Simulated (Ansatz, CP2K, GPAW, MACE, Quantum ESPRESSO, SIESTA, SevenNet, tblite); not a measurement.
# CP2K on Ag(111)/Be(0001) interface (62 atoms): settings against a plane-wave reference, part 3 of 3

How do the settings of CP2K change the result for Ag(111)/Be(0001) interface (62 atoms)? A plane-wave run serves as the yardstick.

Program: CP2K 2026.2; the method stands at each step. Banners, paths, timers and routine set-up lines are dropped from the logs unmarked, and long logs keep their key lines alone; longer cuts are marked.

So far. Step 6 (PBE, DZVP-MOLOPT-SR, 210/50 Ry, diagonalisation): Against the first run (35 %), the force difference from the reference is 517 %, at 0.70 times the CPU time (on 2 against 4 cores): the grid matters here.

## 7. PBE+D3(BJ), DZVP-MOLOPT-SR, 600/50 Ry, diagonalisation

Method: Kohn-Sham DFT, PBE+D3(BJ), GTH-PBE pseudopotentials, Gaussian and plane waves, DZVP-MOLOPT-SR-GTH, diagonalisation.

input.inp

```
&GLOBAL
  PROJECT cell
  RUN_TYPE ENERGY_FORCE
  PRINT_LEVEL LOW
&END GLOBAL
&FORCE_EVAL
  METHOD QS
  STRESS_TENSOR ANALYTICAL
  &DFT
    BASIS_SET_FILE_NAME BASIS_MOLOPT
    POTENTIAL_FILE_NAME GTH_POTENTIALS
    &MGRID
      CUTOFF 600
      REL_CUTOFF 50
      NGRIDS 5
    &END MGRID
    &QS
      EPS_DEFAULT 1.0E-12
    &END QS
    &SCF
      SCF_GUESS ATOMIC
      EPS_SCF 5.0E-06
      MAX_SCF 200
      ADDED_MOS 32
      &DIAGONALIZATION
        ALGORITHM STANDARD
      &END DIAGONALIZATION
      &SMEAR ON
        METHOD FERMI_DIRAC
        ELECTRONIC_TEMPERATURE [K] 580
      &END SMEAR
      &MIXING
        METHOD BROYDEN_MIXING
        ALPHA 0.15
        NBROYDEN 12
      &END MIXING
      &PRINT
        &RESTART OFF
        &END RESTART
      &END PRINT
    &END SCF
    &XC
      &XC_FUNCTIONAL PBE
      &END XC_FUNCTIONAL
      &VDW_POTENTIAL
        POTENTIAL_TYPE PAIR_POTENTIAL
        &PAIR_POTENTIAL
          TYPE DFTD3(BJ)
          PARAMETER_FILE_NAME dftd3.dat
          REFERENCE_FUNCTIONAL PBE
        &END PAIR_POTENTIAL
      &END VDW_POTENTIAL
    &END XC
    &PRINT
      &MULLIKEN ON
      &END MULLIKEN
      &HIRSHFELD ON
        SHAPE_FUNCTION DENSITY
      &END HIRSHFELD
      &MO ON
        EIGENVALUES T
        OCCUPATION_NUMBERS T
        MO_INDEX_RANGE 162 185
        &EACH
          QS_SCF 0
        &END EACH
        ADD_LAST NUMERIC
      &END MO
    &END PRINT
  &END DFT
  &SUBSYS
    &CELL
      A 7.78060 0.00000 0.00000
      B 3.89030 6.73820 0.00000
      C 0.00000 0.00000 12.53554
    &END CELL
    &TOPOLOGY
      COORD_FILE_NAME structure.xyz
      COORD_FILE_FORMAT XYZ
    &END TOPOLOGY
    &KIND Ag
      BASIS_SET DZVP-MOLOPT-SR-GTH-q11
      POTENTIAL GTH-PBE-q11
    &END KIND
    &KIND Be
      BASIS_SET DZVP-MOLOPT-SR-GTH-q4
      POTENTIAL GTH-PBE-q4
    &END KIND
  &END SUBSYS
  &PRINT
    &FORCES ON
    &END FORCES
    &STRESS_TENSOR ON
    &END STRESS_TENSOR
  &END PRINT
&END FORCE_EVAL
```

structure.xyz

```xyz
62

[... 62 atom lines left out: the same atoms as in the first run ...]
```

On the command line:

```sh
OMP_NUM_THREADS=1 mpirun -np 4 cp2k.psmp -i input.inp > output.txt
```

Numbers of over 12 decimals in the logs are rounded to 6 here.

Output:

```text
CP2K| version string:                                       CP2K version 2026.2
 CP2K| Input file name                                                 input.inp
 GLOBAL| Basis set file name                                        BASIS_MOLOPT
 GLOBAL| Potential file name                                      GTH_POTENTIALS
[... lines left out ...]
 Number of electrons:                                                        346
[... lines left out ...]
  Step     Update method      Time    Convergence         Total energy    Change
[... lines left out ...]
  *** SCF run converged in    24 steps ***
[... lines left out ...]
  Fermi energy:                                                 0.249269
  Total energy:                                             -1222.820816
  Total energy (extrapolated to T->0):                      -1222.815277
[... lines left out ...]
 MO| E(Fermi):            0.249269 a.u.          6.782951 eV
[... lines left out ...]
 ENERGY| Total FORCE_EVAL ( QS ) energy [hartree]          -1222.820814
[... lines left out ...]
 FORCES|      1 -5.08915834E-03 -3.06964517E-03 -1.69505496E-02   1.79622767E-02
 FORCES|      2  1.15893086E-03 -3.42441368E-05  1.21113037E-02   1.21666746E-02
 FORCES|      3  4.27246906E-03 -5.62738772E-03 -1.61429044E-02   1.76214314E-02
[...]
FORCES|     61  5.14702637E-03 -1.08210989E-02  1.39008276E-02   1.83526856E-02
 FORCES|     62  1.63259027E-02 -4.92607512E-03 -9.23589481E-03   1.93933769E-02
 FORCES| Sum    -1.50625560E-04  4.17929229E-05 -2.87594344E-04
 FORCES| Total atomic force                                       3.27330436E-04
 STRESS| Analytical stress tensor [bar]
 STRESS|                        x                   y                   z
 STRESS|      x        2.77707199047E+04   4.46578131497E+02   1.23086270754E+03
 STRESS|      y        4.46578131497E+02   2.79358216267E+04   2.58033336981E+02
 STRESS|      z        1.23086270754E+03   2.58033336981E+02  -2.37291486027E+05
 STRESS| 1/3 Trace                                            -6.05283148319E+04
```

Run time: 3.2 min. Hardware: 4 MPI ranks of Arm Neoverse V1, shared host; peak memory 3.8 GiB.

Numbers from this run, and their distance from the reference:

| Property | Result |
| --- | --- |
| r.m.s. force component | 0.4563 eV/Å |
| r.m.s. difference of force components | 146.9 meV/Å |
| longest difference of force vectors | 444 meV/Å |
| force difference over r.m.s. force | 36.06 % |
| slope of forces against the reference's | 1.062 |
| correlation of force components | 0.9484 |
| pressure | -6.053 GPa |
| pressure difference | -4.729 GPa |

Against the first run (35 %), the force difference from the reference is 36 %, at 1.0 times the CPU time; the model has changed, so this is no error of the program alone.

The difference per atom is largest on Be (0.27 eV/Å on average, against 0.052 on Ag).

## 8. The ladder

Differences are against the plane-wave reference, forces as r.m.s. over components; share is that over the reference's r.m.s. force, slope the least-squares factor from reference forces to these. Total energies of different programs have different zeros and aren't compared.

```tsv
run	Δ force, r.m.s. (meV/Å)	share (%)	slope	Δ pressure (GPa)	cores	CPU time	memory (GiB)
reference	-	-	-	-	2	3.6 min	1.4
CP2K PBE, DZVP-MOLOPT-SR, 600/50 Ry, diagonalisation	144	35.2	1.047	1.21	4	13 min	3.7
CP2K GFN1-xTB, diagonalisation	271	66.5	0.650	20.3	1	11 s	0.25
CP2K PBE, SZV-MOLOPT-SR, 600/50 Ry, diagonalisation (coarse)	1154	283	0.517	91.8	1	7.7 min	2.3
CP2K PBE, DZVP-MOLOPT-SR, 300/50 Ry, diagonalisation (coarse)	1747	429	0.866	9.38	2	11 min	1.1
CP2K PBE, DZVP-MOLOPT-SR, 210/50 Ry, diagonalisation (coarse)	2106	517	0.011	10.1	2	9 min	0.86
CP2K PBE+D3(BJ), DZVP-MOLOPT-SR, 600/50 Ry, diagonalisation	147	36.1	1.062	-4.73	4	13 min	3.8
```

Rows marked coarse were listed beforehand as settings not expected to be converged; some can still land near the reference.

CPU time is summed over cores on a shared host, where runs went side by side, so it is rough. Symmetry, cutoffs, thresholds, outputs and thread counts weren't matched or tuned between programs; memory under MPI is the largest rank's times the ranks.

Mean charges by element (e), by run and scheme:

```tsv
run	scheme	Ag	Be
CP2K PBE, DZVP-MOLOPT-SR, 600/50 Ry, diagonalisation	Mulliken	+0.03	-0.01
CP2K PBE, DZVP-MOLOPT-SR, 600/50 Ry, diagonalisation	Hirshfeld	+0.07	-0.02
CP2K GFN1-xTB, diagonalisation	Mulliken	-0.08	+0.02
CP2K PBE+D3(BJ), DZVP-MOLOPT-SR, 600/50 Ry, diagonalisation	Mulliken	+0.03	-0.01
CP2K PBE+D3(BJ), DZVP-MOLOPT-SR, 600/50 Ry, diagonalisation	Hirshfeld	+0.07	-0.02
```

Within one program, basis, potentials and functional, energies share a zero. Each run against its twin at the usual cutoff or grid and solver:

```tsv
run	twin	Δ energy (meV/atom)	Δ force, r.m.s. (meV/Å)	CPU time over the twin's
CP2K PBE, DZVP-MOLOPT-SR, 300/50 Ry, diagonalisation	DZVP-MOLOPT-SR, 600/50 Ry, diagonalisation	-235	1731	0.85 (this twin ran on 4 cores)
CP2K PBE, DZVP-MOLOPT-SR, 210/50 Ry, diagonalisation	DZVP-MOLOPT-SR, 600/50 Ry, diagonalisation	-409	2116	0.70 (this twin ran on 4 cores)
```

A second geometry, displaced anew (every atom was moved at random, 0.06 Å r.m.s. a Cartesian component), gives an energy difference that all programs can be tested on. The reference puts it at 26.03 meV/atom.

```tsv
run	energy less the first geometry's (meV/atom)	error (meV/atom)	force share at the second geometry (%)
CP2K PBE, DZVP-MOLOPT-SR, 600/50 Ry, diagonalisation	25.27	-0.756	25.3
CP2K GFN1-xTB, diagonalisation	19.21	-6.81	46.9
CP2K PBE, SZV-MOLOPT-SR, 600/50 Ry, diagonalisation	31.59	5.57	203
CP2K PBE, DZVP-MOLOPT-SR, 300/50 Ry, diagonalisation	2.013	-24.0	305
CP2K PBE, DZVP-MOLOPT-SR, 210/50 Ry, diagonalisation	16.18	-9.84	387
CP2K PBE+D3(BJ), DZVP-MOLOPT-SR, 600/50 Ry, diagonalisation	25.38	-0.646	25.7
```

## 9. Outcome

```json
{
 "nearest in forces": "CP2K PBE, DZVP-MOLOPT-SR, 600/50 Ry, diagonalisation, 35 %",
 "its CPU time": "13 min"
}
```

The PBE run in local orbitals, coarse settings apart, differs by 35 % (CP2K PBE, DZVP-MOLOPT-SR, 600/50 Ry, diagonalisation); basis, grid and potentials can all enter. Tight binding differs by 67 % (CP2K GFN1-xTB, diagonalisation); it is another model, with fitted parameters of its own, and the xTB methods hold dispersion. Rows with another functional or a dispersion term differ by 36 % (CP2K PBE+D3(BJ), DZVP-MOLOPT-SR, 600/50 Ry, diagonalisation), which mixes the change of model with differences of basis and potentials. CP2K GFN1-xTB, diagonalisation needed 124 SCF steps, so its time overstates the method's usual cost. Runs with settings chosen to be coarse differ by 283 % (CP2K PBE, SZV-MOLOPT-SR, 600/50 Ry, diagonalisation) to 517 % (CP2K PBE, DZVP-MOLOPT-SR, 210/50 Ry, diagonalisation), their programs' other errors included. One electronic-structure run takes under half the reference's CPU time: CP2K GFN1-xTB, diagonalisation, at 67 % in 11 s against 3.6 min, too far off to be of use; its pressure misses by +20.3 GPa. In pressure, CP2K PBE, SZV-MOLOPT-SR, 600/50 Ry, diagonalisation misses by +91.8 GPa, at the same functional. Charges hang on model, scheme and program or settings: among these rows the mean for Ag runs from -0.08 to +0.07 e, even in sign. The energy difference between the two geometries, 26.0 meV/atom in the reference, is met best by CP2K PBE+D3(BJ), DZVP-MOLOPT-SR, 600/50 Ry, diagonalisation (-0.646) and worst by CP2K PBE, DZVP-MOLOPT-SR, 300/50 Ry, diagonalisation (coarse) (-24). Periodic xTB results under one method name differ between programs and library versions. The potentials hold different valence shells: 458 electrons in the reference, 346 in CP2K with SZV-MOLOPT-SR; this bears on time and differences. The reference's pressure holds the uncorrected Pulay stress of its 45 Ry basis, so small pressure differences, and their order, may be the reference's own error. The reference's stress is far from hydrostatic: its diagonal is 6.7, 7.0, -17.7 GPa, compression counted positive. The host structure and its lattice constant were typed by rule, without a check against the phase diagram. The electronic-structure runs sample only Γ, in a cell whose shortest periodic width is 7 Å, which is coarse for a cell with partly filled levels.

[Also dropped from logs without a mark: logging warnings of Python, and SIESTA's first energy breakdown and zero terms.]

[Logs are printed without paths, hosts, clocks, repeated set-up lines and the standing remarks that a program may print on its own settings, such as how far it seeks lower states.]

[Hosts, paths, dates, database ids (printed as entryN), source tags and the programs' standing remarks are cut or masked in the printed files.]
